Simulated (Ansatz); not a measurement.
**AlRu (Pm-3m): the Drude term of Re ε in the infrared**

Re ε of AlRu (Pm-3m) at low photon energies is read from one computed spectrum; the carriers' damping was typed as γ = 0.05 eV.

Symmetry: Pm-3m, No. 221, cubic system. The conventional cell has a = 2.992 Å, b = 2.992 Å, c = 2.992 Å, α = 90.00°, β = 90.00°, γ = 90.00°. Ru on site b is surrounded by 8 Al at 2.59 Å. Around Al on site a lie 8 Ru at 2.59 Å.

Method: Ansatz 0.2.0, LDA, independent particles, k-mesh 14×14×14 with interpolation inside its cells, Gaussian parameter 0.1 eV.

Launch of the response step: `ansatz run input.yaml --threads 4 --pin off --max-ram 8192MiB --backend cpu --events-out ev --progress --plain --runs-dir out`. The run took 11 s, on 4 threads of Intel(R) Xeon(R) Processor @ 2.70GHz, with other jobs on the host.

```tsv
photon energy E (eV)	wavelength (µm)	Re ε
0.25	4.96	-912.7
0.30	4.13	-652.2
0.35	3.54	-491.9
0.40	3.10	-383.1
0.50	2.48	-246.7
0.60	2.07	-169.2
0.70	1.77	?
```

A Drude term over a constant background gives Re ε = ε_b − ωp²/(E² + γ²), linear in 1/(E² + γ²).

Working, on the rows shown:

| x = 1/(E² + γ²) (eV⁻²) | y = Re ε |
| --- | --- |
| 15.3846 | -912.7 |
| 10.8108 | -652.2 |
| 8 | -491.9 |
| 6.15385 | -383.1 |
| 3.9604 | -246.7 |
| 2.75862 | -169.2 |

Means: x̄ = 7.8447, ȳ = -475.97. Σ(x − x̄)(y − ȳ) = -6426, Σ(x − x̄)² = 109.5. Slope = -6426 / 109.5 = -58.69; intercept = ȳ − slope · x̄ = -15.551. The line misses the rows shown by at most 8.3.

Question: What does the fit predict for the withheld row, and how well does it do?

Answer: At x = 2.0305 the line gives y = -134.72. The run gave -121.5, so the extrapolation is off by 13, 1.7 % of the range in the table.

Refitted with all rows, the slope is -59.17 and the intercept -10.325. These give ωp = √(−slope) = 7.69 eV, against 7.77 eV from the program's Fermi-surface sum, and an intercept of -10.3. Taking the program's Drude term off the rows leaves 15 at the lowest energy and 1 at the highest, so the background isn't constant: interband transitions lie in or near the window, and neither fitted number can be trusted. The values come from a sum over the points of one k-mesh and carry its error, which is largest for Fermi-surface quantities. Spin-orbit coupling is left out.

[Logs are printed without paths, hosts, clocks, repeated set-up lines and the standing remarks that a program may print on its own settings, such as how far it seeks lower states.]
